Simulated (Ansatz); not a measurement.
## Dielectric response of GaN (10-10) films: cost of one run

Ansatz 0.2.0; plane-wave DFT, PBE, Ansatz PAW. The cell holds 24 atoms.

The input, input.yaml:

```yaml
crystal:
  lattice:
    - [3.19, 0.0, 0.0]
    - [0.0, 5.19, 0.0]
    - [0.0, 0.0, 32.7339788697]
  atoms:
    - { symbol: Ga, position: [0.0, 0.0, 0.2749436613] }
    - { symbol: "N", position: [0.0, 0.377, 0.2749436613] }
    - { symbol: Ga, position: [0.5, 0.5, 0.3030757037] }
    - { symbol: "N", position: [0.5, 0.877, 0.3030757037] }
    - { symbol: Ga, position: [0.5, 0.0, 0.3593397883] }
    - { symbol: "N", position: [0.5, 0.377, 0.3593397883] }
    - { symbol: Ga, position: [0.0, 0.5, 0.3874718307] }
    - { symbol: "N", position: [0.0, 0.877, 0.3874718307] }
    - { symbol: Ga, position: [0.0, 0.0, 0.4437359153] }
    - { symbol: "N", position: [0.0, 0.377, 0.4437359153] }
    - { symbol: Ga, position: [0.5, 0.5, 0.4718679577] }
    - { symbol: "N", position: [0.5, 0.877, 0.4718679577] }
    - { symbol: Ga, position: [0.5, 0.0, 0.5281320423] }
    - { symbol: "N", position: [0.5, 0.377, 0.5281320423] }
    - { symbol: Ga, position: [0.0, 0.5, 0.5562640847] }
    - { symbol: "N", position: [0.0, 0.877, 0.5562640847] }
    - { symbol: Ga, position: [0.0, 0.0, 0.6125281693] }
    - { symbol: "N", position: [0.0, 0.377, 0.6125281693] }
    - { symbol: Ga, position: [0.5, 0.5, 0.6406602117] }
    - { symbol: "N", position: [0.5, 0.877, 0.6406602117] }
    - { symbol: Ga, position: [0.5, 0.0, 0.6969242963] }
    - { symbol: "N", position: [0.5, 0.377, 0.6969242963] }
    - { symbol: Ga, position: [0.0, 0.5, 0.7250563387] }
    - { symbol: "N", position: [0.0, 0.877, 0.7250563387] }
kpoints:
  mp_grid: { grid: [8, 6, 1] }
hamiltonian:
  xc: pbe
scf:
  occupations: { method: fixed }
  convergence: { dr2_threshold: 1.0e-09 }
efield:
  axis: 3
  dipole_correction: true
  ramp_position: 0.97
  ramp_width: 0.06
relax:
  f_tol: 0.003
  max_steps: 100
output:
  write_potential: true
  write_density: true
  volumetric_format: npy
```

Command:

```console
ansatz run input.yaml --threads 4 --pin off --max-ram 12288MiB --backend cpu --events-out ev --progress --plain --runs-dir out
```

The cutoff in use is 420 eV. For reference, a run of the same kind (16 atoms, 20 k-points, 88 bands and 8,845 plane waves; 67 SCF cycles) took 2.7 min and 1.3 GiB on the same hardware.

Q: Estimate wall time and peak memory on 4 threads of Arm Neoverse V1, shared host.

A cutoff of 420 eV is a sphere of radius 10.5 Å⁻¹, so a cell of 542 Å³ holds about V·G³/6π² = 10,591 plane waves. At two electrons a band, the 216 electrons need 108 bands, and 24 more are carried. Symmetry cuts the 8×6×1 mesh from 48 to 20 points. The run has 20 k-points, 132 bands and 10,611 plane waves. Taking the work of a cycle as k-points × spins × bands × plane waves, that is 1.8 times the reference, or 4.8 min at the reference's 67 cycles. The run needed as many. One copy of the wavefunctions takes 0.42 GiB at 16 bytes a coefficient, against 0.23 GiB in the reference; grids, projectors and work arrays come on top. Measured: about 6.2 min, with a peak of 2 GiB. The run took longer than the estimate, which leaves out the steps that grow as the square of the band count.

[Logs are printed without paths, hosts, clocks, repeated set-up lines and the standing remarks that a program may print on its own settings, such as how far it seeks lower states.]

[Hosts, paths, dates, database ids (printed as entryN), source tags and the programs' standing remarks are cut or masked in the printed files.]

[Maps of the electrostatic potential energy from Ansatz leave out the sawtooth potential of an applied field or a dipole correction, so their vacuum need not be flat; planar profiles and work functions include it.]
